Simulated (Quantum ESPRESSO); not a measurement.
# Constrained canting in Cobalt

Aim: the energy of Cobalt as two sets of moments turn from parallel to opposed.

Method: LDA; plane waves with GBRV 1.5 LDA potentials, no spin-orbit coupling, in Quantum ESPRESSO 7.5.

### Step 1. Starting point

It takes space group P6_3/mmc (No. 194, hexagonal). Conventional cell: a = 2.507 Å, b = 2.507 Å, c = 4.070 Å, α = 90.00°, β = 90.00°, γ = 120.00°. Nearest to Co lie 12 Co at 2.50 to 2.51 Å.

The cell comes from the Crystallography Open Database.

### Step 2. The collinear order that defines the sublattices

Typed as antiferro +-. 

Contents of pw.in:

```
&CONTROL
  calculation = 'scf'
  prefix = 'pwscf'
  outdir = './tmp'
  pseudo_dir = './pseudo'
  disk_io = 'nowf'
/
&SYSTEM
  ibrav = 0
  nat = 2
  ntyp = 2
  ecutwfc = 34
  ecutrho = 238
  nbnd = 24
  occupations = 'smearing'
  smearing = 'fd'
  degauss = 0.00734986
  nspin = 2
  starting_magnetization(1) = 0.1176
  starting_magnetization(2) = -0.1176
/
&ELECTRONS
  conv_thr = 2d-08
  electron_maxstep = 150
  mixing_beta = 0.3
/
ATOMIC_SPECIES
Co1    58.9332 co_lda_v1.2.uspp.F.UPF
Co2    58.9332 co_lda_v1.2.uspp.F.UPF
CELL_PARAMETERS bohr
   4.7382992849    0.0000000000    0.0000000000
  -2.3691496424    4.1034875514    0.0000000000
   0.0000000000    0.0000000000    7.6909963546
ATOMIC_POSITIONS crystal
Co1     0.3333333333    0.6666666667    0.2500000000
Co2     0.6666666667    0.3333333333    0.7500000000
K_POINTS automatic
8 8 4 0 0 0
```

On the command line:

```sh
$ OMP_NUM_THREADS=1 mpirun -n 4 pw.x -nk 4 -in pw.in > pw.out
```

The log of the run:

```text
Program PWSCF v.7.5 starts

     Message from routine setup:
     using ibrav=0 with symmetry is DISCOURAGED, use correct ibrav instead

     K-points division:     npool     =       4
     Subspace diagonalization in iterative solution of the eigenvalue problem:

     G-vector sticks info
     --------------------
     sticks:   dense  smooth     PW     G-vecs:    dense   smooth      PW
     Sum         367     211     73                 9319     3995     785

     Using Slab Decomposition

     bravais-lattice index     =            0
     lattice parameter (alat)  =       4.7383  a.u.
     unit-cell volume          =     149.5403 (a.u.)^3
     number of atoms/cell      =            2
     number of atomic types    =            2
     number of electrons       =        34.00
     number of Kohn-Sham states=           24
     kinetic-energy cutoff     =      34.0000  Ry
     charge density cutoff     =     238.0000  Ry
     scf convergence threshold =      2.0E-08
     mixing beta               =       0.3000
     number of iterations used =            8  plain     mixing
     Exchange-correlation= SLA  PZ   NOGX NOGC
                           (   1   1   0   0   0   0   0)

     celldm(1)=   4.738299  celldm(2)=   0.000000  celldm(3)=   0.000000
     celldm(4)=   0.000000  celldm(5)=   0.000000  celldm(6)=   0.000000

     crystal axes: (cart. coord. in units of alat)
               a(1) = (   1.000000   0.000000   0.000000 )
               a(2) = (  -0.500000   0.866025   0.000000 )
               a(3) = (   0.000000   0.000000   1.623155 )

     reciprocal axes: (cart. coord. in units 2 pi/alat)
               b(1) = (  1.000000  0.577350 -0.000000 )
               b(2) = (  0.000000  1.154701  0.000000 )
               b(3) = (  0.000000 -0.000000  0.616084 )

     PseudoPot. # 1 for Co read from file:
     co_lda_v1.2.uspp.F.UPF
     Pseudo is Ultrasoft + core correction, Zval = 17.0
     Generated by new atomic code, or converted to UPF format
     Using radial grid of  863 points,  6 beta functions with:
                l(1) =   0
                l(2) =   0
                l(3) =   1
                l(4) =   1
                l(5) =   2
                l(6) =   2
     Q(r) pseudized with  8 coefficients,  rinner =    1.200   1.200   1.200
                                                       1.200   1.200

     PseudoPot. # 2 for Co read from file:
     co_lda_v1.2.uspp.F.UPF
     Pseudo is Ultrasoft + core correction, Zval = 17.0
     Generated by new atomic code, or converted to UPF format
     Using radial grid of  863 points,  6 beta functions with:
                l(1) =   0
                l(2) =   0
                l(3) =   1
                l(4) =   1
                l(5) =   2
                l(6) =   2
     Q(r) pseudized with  8 coefficients,  rinner =    1.200   1.200   1.200
                                                       1.200   1.200

     atomic species   valence    mass     pseudopotential
     Co1              17.00    58.93320     Co( 1.00)
     Co2              17.00    58.93320     Co( 1.00)

     Starting magnetic structure
     atomic species   magnetization
     Co1             0.118
     Co2            -0.118

     12 Sym. Ops. (no inversion) found ( 6 have fractional translation)

   Cartesian axes

     site n.     atom                  positions (alat units)
         1        Co1    tau(   1) = (  -0.0000000   0.5773503   0.4057889  )
         2        Co2    tau(   2) = (   0.5000000   0.2886751   1.2173666  )

     number of k points=    30  Fermi-Dirac smearing, width (Ry)=  0.0073
                       cart. coord. in units 2pi/alat
        k(    1) = (   0.0000000   0.0000000   0.0000000), wk =   0.0039062
        k(    2) = (   0.0000000   0.0000000   0.1540210), wk =   0.0078125
        k(    3) = (   0.0000000   0.0000000  -0.3080420), wk =   0.0039062
        k(    4) = (   0.0000000   0.1443376   0.0000000), wk =   0.0234375
        k(    5) = (   0.0000000   0.1443376   0.1540210), wk =   0.0468750
        [... 25 further k-points ...]

     Dense  grid:     9319 G-vectors     FFT dimensions: (  24,  24,  40)

     Smooth grid:     3995 G-vectors     FFT dimensions: (  18,  18,  30)

     Check: negative core charge=   -0.000036
     Generating pointlists ...
     new r_m :   0.4108 (alat units)  1.9467 (a.u.) for type    1
     new r_m :   0.4108 (alat units)  1.9467 (a.u.) for type    2

     Initial potential from superposition of free atoms

     starting charge      32.0000, renormalised to      34.0000
     Starting wfcs are   26 randomized atomic wfcs

     Self-consistent Calculation

     iteration #  1     ecut=    34.00 Ry     beta= 0.30
     Davidson diagonalization with overlap
     ethr =  1.00E-02,  avg # of iterations =  3.6

     total energy              =    -593.41866029 Ry
     estimated scf accuracy    <      14.83196030 Ry

     total magnetization       =     0.00 Bohr mag/cell
     absolute magnetization    =     1.91 Bohr mag/cell

     iteration #  2     ecut=    34.00 Ry     beta= 0.30
     Davidson diagonalization with overlap
     ethr =  1.00E-02,  avg # of iterations =  2.4

     total energy              =    -596.51690388 Ry
     estimated scf accuracy    <       0.64770268 Ry

     total magnetization       =     0.00 Bohr mag/cell
     absolute magnetization    =     2.74 Bohr mag/cell

     iteration #  3     ecut=    34.00 Ry     beta= 0.30
     Davidson diagonalization with overlap
     ethr =  1.91E-03,  avg # of iterations =  1.5

     total energy              =    -596.63056702 Ry
     estimated scf accuracy    <       0.01155329 Ry

     total magnetization       =    -0.00 Bohr mag/cell
     absolute magnetization    =     2.73 Bohr mag/cell

     [... further iterations left out ...]

     iteration # 13     ecut=    34.00 Ry     beta= 0.30
     Davidson diagonalization with overlap
     ethr =  1.10E-09,  avg # of iterations =  2.5

     total energy              =    -596.63630959 Ry
     estimated scf accuracy    <       0.00000005 Ry

     total magnetization       =     0.00 Bohr mag/cell
     absolute magnetization    =     1.77 Bohr mag/cell

     iteration # 14     ecut=    34.00 Ry     beta= 0.30
     Davidson diagonalization with overlap
     ethr =  1.60E-10,  avg # of iterations =  1.1

     total energy              =    -596.63630912 Ry
     estimated scf accuracy    <       0.00000005 Ry

     total magnetization       =     0.00 Bohr mag/cell
     absolute magnetization    =     1.77 Bohr mag/cell

     iteration # 15     ecut=    34.00 Ry     beta= 0.30
     Davidson diagonalization with overlap
     ethr =  1.39E-10,  avg # of iterations =  2.2

     total energy              =    -596.63630959 Ry
     estimated scf accuracy    <       0.00000003 Ry

     total magnetization       =     0.00 Bohr mag/cell
     absolute magnetization    =     1.77 Bohr mag/cell

     iteration # 16     ecut=    34.00 Ry     beta= 0.30
     Davidson diagonalization with overlap
     ethr =  7.70E-11,  avg # of iterations =  2.0

     Magnetic moment per site  (integrated on atomic sphere of radius R)
     atom   1 (R=0.411)  charge= 15.6219  magn=  0.8711
     atom   2 (R=0.411)  charge= 15.6220  magn= -0.8686

     End of self-consistent calculation

     [... lines left out ...]
     the Fermi energy is    17.5148 ev

!    total energy              =    -596.63630964 Ry
     estimated scf accuracy    <       0.00000001 Ry
     smearing contrib. (-TS)   =      -0.01245259 Ry
     internal energy E=F+TS    =    -596.62385706 Ry

     The total energy is F=E-TS. E is the sum of the following terms:
     one-electron contribution =    -313.71090212 Ry
     hartree contribution      =     177.65859423 Ry
     xc contribution           =     -64.32018908 Ry
     ewald contribution        =    -396.25136009 Ry

     total magnetization       =     0.00 Bohr mag/cell
     absolute magnetization    =     1.77 Bohr mag/cell

     convergence has been achieved in  16 iterations

=------------------------------------------------------------------------------=
   JOB DONE.
=------------------------------------------------------------------------------=
```

Wall time 5 s (4 MPI ranks of Arm Neoverse V2, shared host); peak memory 0.23 GiB; 20 s of CPU time.

Spin moment in the atom's sphere by atom:

```
atom  spin moment in the atom's sphere (μB)
 Co1                                  0.871
 Co2                                 -0.869
```

Read from the output:

```yaml
smearing_term_ts: 0.1694 eV
magnetization: 0 μB
absolute_magnetization: 1.773 μB
final_state: antiferromagnetic
```

### Step 3. Angle 0°, no penalty

The two sets tilt by half the angle to either side of z. A collinear state is stationary and needs no penalty.

Contents of pw.in:

```
&CONTROL
  calculation = 'scf'
  prefix = 'pwscf'
  outdir = './tmp'
  pseudo_dir = './pseudo'
  disk_io = 'nowf'
/
&SYSTEM
  ibrav = 0
  nat = 2
  ntyp = 1
  ecutwfc = 34
  ecutrho = 238
  nbnd = 48
  occupations = 'smearing'
  smearing = 'fd'
  degauss = 0.00734986
  noncolin = .true.
  starting_magnetization(1) = 0.0512
  angle1(1) = 0
  angle2(1) = 0
/
&ELECTRONS
  conv_thr = 2d-08
  electron_maxstep = 150
  mixing_beta = 0.3
/
ATOMIC_SPECIES
Co     58.9332 co_lda_v1.2.uspp.F.UPF
CELL_PARAMETERS bohr
   4.7382992849    0.0000000000    0.0000000000
  -2.3691496424    4.1034875514    0.0000000000
   0.0000000000    0.0000000000    7.6909963546
ATOMIC_POSITIONS crystal
Co      0.3333333333    0.6666666667    0.2500000000
Co      0.6666666667    0.3333333333    0.7500000000
K_POINTS automatic
8 8 4 0 0 0
```

The log of the run:

```text
[banner, memory and clock lines left out]
Program PWSCF v.7.5 starts

     Message from routine setup:
     using ibrav=0 with symmetry is DISCOURAGED, use correct ibrav instead

     bravais-lattice index     =            0
     lattice parameter (alat)  =       4.7383  a.u.
     unit-cell volume          =     149.5403 (a.u.)^3
     number of atoms/cell      =            2
     number of atomic types    =            1
     number of electrons       =        34.00
     number of Kohn-Sham states=           48
     kinetic-energy cutoff     =      34.0000  Ry
     charge density cutoff     =     238.0000  Ry
     scf convergence threshold =      2.0E-08
     mixing beta               =       0.3000
     number of iterations used =            8  plain     mixing
     Exchange-correlation= SLA  PZ   NOGX NOGC
                           (   1   1   0   0   0   0   0)
     Noncollinear calculation without spin-orbit

     [... lines left out ...]
     PseudoPot. # 1 for Co read from file:
     co_lda_v1.2.uspp.F.UPF
     Pseudo is Ultrasoft + core correction, Zval = 17.0

     atomic species   valence    mass     pseudopotential
     Co               17.00    58.93320     Co( 1.00)

     24 Sym. Ops., with inversion, found (12 have fractional translation)

   Cartesian axes

     site n.     atom                  positions (alat units)
         1        Co     tau(   1) = (  -0.0000000   0.5773503   0.4057889  )
         2        Co     tau(   2) = (   0.5000000   0.2886751   1.2173666  )

     number of k points=    30  Fermi-Dirac smearing, width (Ry)=  0.0073

     Dense  grid:     9319 G-vectors     FFT dimensions: (  24,  24,  40)

     Smooth grid:     3995 G-vectors     FFT dimensions: (  18,  18,  30)

     Check: negative core charge=   -0.000036
     Generating pointlists ...
     new r_m :   0.4108 (alat units)  1.9467 (a.u.) for type    1

     Initial potential from superposition of free atoms

     starting charge      32.0000, renormalised to      34.0000

     atom number    1 relative position :   -0.0000   0.5774   0.4058
     charge :    16.113782  (integrated on a sphere of radius 0.411)
     magnetization :          0.000000    0.000000    0.825026
     magnetization/charge:    0.000000    0.000000    0.051200
     polar coord.: r, theta, phi [deg] :     0.825026    0.000000  360.000000

     atom number    2 relative position :    0.5000   0.2887   1.2174
     charge :    16.113782  (integrated on a sphere of radius 0.411)
     magnetization :          0.000000    0.000000    0.825026
     magnetization/charge:    0.000000    0.000000    0.051200
     polar coord.: r, theta, phi [deg] :     0.825026    0.000000  360.000000

     Starting wfcs are   52 randomized atomic wfcs

     Self-consistent Calculation

     iteration #  1     ecut=    34.00 Ry     beta= 0.30
     Davidson diagonalization with overlap
     ethr =  1.00E-02,  avg # of iterations =  3.6

     total energy              =    -593.37814532 Ry
     estimated scf accuracy    <      14.90794626 Ry

     total magnetization       =    -0.00    -0.00     1.03 Bohr mag/cell
     absolute magnetization    =     1.05 Bohr mag/cell

     [... further iterations left out ...]

     iteration # 14     ecut=    34.00 Ry     beta= 0.30
     Davidson diagonalization with overlap
     ethr =  1.86E-10,  avg # of iterations =  2.0

     atom number    1 relative position :   -0.0000   0.5774   0.4058
     charge :    15.620633  (integrated on a sphere of radius 0.411)
     magnetization :         -0.000000    0.000000    1.682335
     magnetization/charge:   -0.000000    0.000000    0.107700
     polar coord.: r, theta, phi [deg] :     1.682335    0.000000  360.000000

     atom number    2 relative position :    0.5000   0.2887   1.2174
     charge :    15.620633  (integrated on a sphere of radius 0.411)
     magnetization :          0.000000   -0.000000    1.682335
     magnetization/charge:    0.000000   -0.000000    0.107700
     polar coord.: r, theta, phi [deg] :     1.682335    0.000000  360.000000

     End of self-consistent calculation

     [... lines left out ...]
     the Fermi energy is    17.5743 ev

!    total energy              =    -596.66655642 Ry
     estimated scf accuracy    <          1.2E-09 Ry
     smearing contrib. (-TS)   =      -0.00449339 Ry
     internal energy E=F+TS    =    -596.66206303 Ry

     The total energy is F=E-TS. E is the sum of the following terms:
     one-electron contribution =    -313.78058957 Ry
     hartree contribution      =     177.80344127 Ry
     xc contribution           =     -64.43355464 Ry
     ewald contribution        =    -396.25136009 Ry

     total magnetization       =    -0.00     0.00     3.24 Bohr mag/cell
     absolute magnetization    =     3.51 Bohr mag/cell

     convergence has been achieved in  14 iterations
```

It took 8.9 s on 4 MPI ranks; peak memory 0.26 GiB; 35 s of CPU time.

Spin moment in the atom's sphere by atom:

```csv
atom,x (μB),y (μB),z (μB),size
Co1,0.00,0.00,1.68,1.68
Co2,0.00,0.00,1.68,1.68
```

Numbers from this step:

| Property | Result |
| --- | --- |
| smearing term TS | 0.06114 eV |
| magnetization | 0, 0, 3.244 μB |
| absolute magnetization | 3.505 μB |
| final state | ferromagnetic |

### Step 4. Angle 60°, lambda 0.2 Ry

A penalty pulls the polar angle of each moment to the typed one; its size and its azimuth are free.

Changes to pw.in since step 3:

```diff
@@ -10,3 +10,3 @@
   nat = 2
-  ntyp = 1
+  ntyp = 2
   ecutwfc = 34
@@ -19,4 +19,9 @@
   starting_magnetization(1) = 0.0512
-  angle1(1) = 0
+  angle1(1) = 30.001
   angle2(1) = 0
+  starting_magnetization(2) = 0.0512
+  angle1(2) = 30.001
+  angle2(2) = 180
+  constrained_magnetization = 'atomic direction'
+  lambda = 0.2
 /
@@ -28,3 +33,4 @@
 ATOMIC_SPECIES
-Co     58.9332 co_lda_v1.2.uspp.F.UPF
+Co1    58.9332 co_lda_v1.2.uspp.F.UPF
+Co2    58.9332 co_lda_v1.2.uspp.F.UPF
 CELL_PARAMETERS bohr
@@ -34,4 +40,4 @@
 ATOMIC_POSITIONS crystal
-Co      0.3333333333    0.6666666667    0.2500000000
-Co      0.6666666667    0.3333333333    0.7500000000
+Co1     0.3333333333    0.6666666667    0.2500000000
+Co2     0.6666666667    0.3333333333    0.7500000000
 K_POINTS automatic
```

The log of the run:

```text
     [... lines left out ...]
Program PWSCF v.7.5 starts
     [... lines left out ...]
     number of atoms/cell      =            2
     [... lines left out ...]
     number of electrons       =        34.00
     number of Kohn-Sham states=           48
     kinetic-energy cutoff     =      34.0000  Ry
     charge density cutoff     =     238.0000  Ry
     scf convergence threshold =      2.0E-08
     [... lines left out ...]
     Noncollinear calculation without spin-orbit
     [... lines left out ...]
      2 Sym. Ops. (no inversion) found ( 1 have fractional translation)
     [... lines left out ...]
     number of k points=   144  Fermi-Dirac smearing, width (Ry)=  0.0073
     [... lines left out ...]
     iteration # 18     ecut=    34.00 Ry     beta= 0.30
     [... lines left out ...]
     constraint energy (Ry) =      0.00381908
     atom number    1 relative position :   -0.0000   0.5774   0.4058
     [... lines left out ...]
     magnetization :          0.447153    0.000000    1.614052
     [... lines left out ...]
     atom number    2 relative position :    0.5000   0.2887   1.2174
     [... lines left out ...]
     magnetization :         -0.446834    0.000000    1.614184
     [... lines left out ...]
     the Fermi energy is    17.5738 ev
!    total energy              =    -596.66368802 Ry
     estimated scf accuracy    <          3.2E-09 Ry
     smearing contrib. (-TS)   =      -0.00481048 Ry
     [... lines left out ...]
     total magnetization       =     0.00     0.00     3.11 Bohr mag/cell
     absolute magnetization    =     3.49 Bohr mag/cell
     [... lines left out ...]
     convergence has been achieved in  18 iterations
```

It took 44 s on 4 MPI ranks; peak memory 0.36 GiB.

Spin moment in the atom's sphere by atom:

```csv
atom,x (μB),y (μB),z (μB),size
Co1,0.45,0.00,1.61,1.67
Co2,-0.45,0.00,1.61,1.67
```

Numbers from this step:

- smearing term TS: 0.06545 eV
- magnetization: 0, 0, 3.114 μB
- absolute magnetization: 3.492 μB
- penalty energy: 51.96 meV
- final state: non-collinear

### Step 5. Angle 120°, lambda 0.2 Ry

Changes to pw.in since step 4:

```diff
@@ -19,6 +19,6 @@
   starting_magnetization(1) = 0.0512
-  angle1(1) = 30.001
+  angle1(1) = 59.999
   angle2(1) = 0
   starting_magnetization(2) = 0.0512
-  angle1(2) = 30.001
+  angle1(2) = 59.999
   angle2(2) = 180
```

The log of the run:

```text
     [... lines left out ...]
Program PWSCF v.7.5 starts
     [... lines left out ...]
     number of atoms/cell      =            2
     [... lines left out ...]
     number of electrons       =        34.00
     number of Kohn-Sham states=           48
     kinetic-energy cutoff     =      34.0000  Ry
     charge density cutoff     =     238.0000  Ry
     scf convergence threshold =      2.0E-08
     [... lines left out ...]
     Noncollinear calculation without spin-orbit
     [... lines left out ...]
      2 Sym. Ops. (no inversion) found ( 1 have fractional translation)
     [... lines left out ...]
     number of k points=   144  Fermi-Dirac smearing, width (Ry)=  0.0073
     [... lines left out ...]
     iteration # 18     ecut=    34.00 Ry     beta= 0.30
     [... lines left out ...]
     constraint energy (Ry) =      0.00040618
     atom number    1 relative position :   -0.0000   0.5774   0.4058
     [... lines left out ...]
     magnetization :          1.092131   -0.000000    0.685962
     [... lines left out ...]
     atom number    2 relative position :    0.5000   0.2887   1.2174
     [... lines left out ...]
     magnetization :         -1.092042    0.000000    0.685903
     [... lines left out ...]
     the Fermi energy is    17.5586 ev
!    total energy              =    -596.64127924 Ry
     estimated scf accuracy    <          1.2E-09 Ry
     smearing contrib. (-TS)   =      -0.01054569 Ry
     [... lines left out ...]
     total magnetization       =     0.00    -0.00     1.32 Bohr mag/cell
     absolute magnetization    =     2.66 Bohr mag/cell
     [... lines left out ...]
     convergence has been achieved in  18 iterations
```

Elapsed: 43 s, on 4 MPI ranks; peak memory 0.36 GiB; 2.9 min of CPU time.

Read from the output:

```yaml
smearing_term_ts: 0.1435 eV
magnetization: 0, 0, 1.324 μB
absolute_magnetization: 2.66 μB
penalty_energy: 5.526 meV
final_state: non-collinear
largest_moment: 1.290 μB
```

(Continued in part 2 of 2.)

[Logs and program files are shortened in this print: banners, set-up blocks, solver, clock and traceback lines can be left out without a mark of their own.]

[Logs are printed without paths, hosts, clocks, repeated set-up lines and the standing remarks that a program may print on its own settings, such as how far it seeks lower states.]

[Hosts, paths, dates, database ids (printed as entryN), source tags and the programs' standing remarks are cut or masked in the printed files.]

[Where a cell is said to come from a database of computed structures, the database is the Materials Project.]
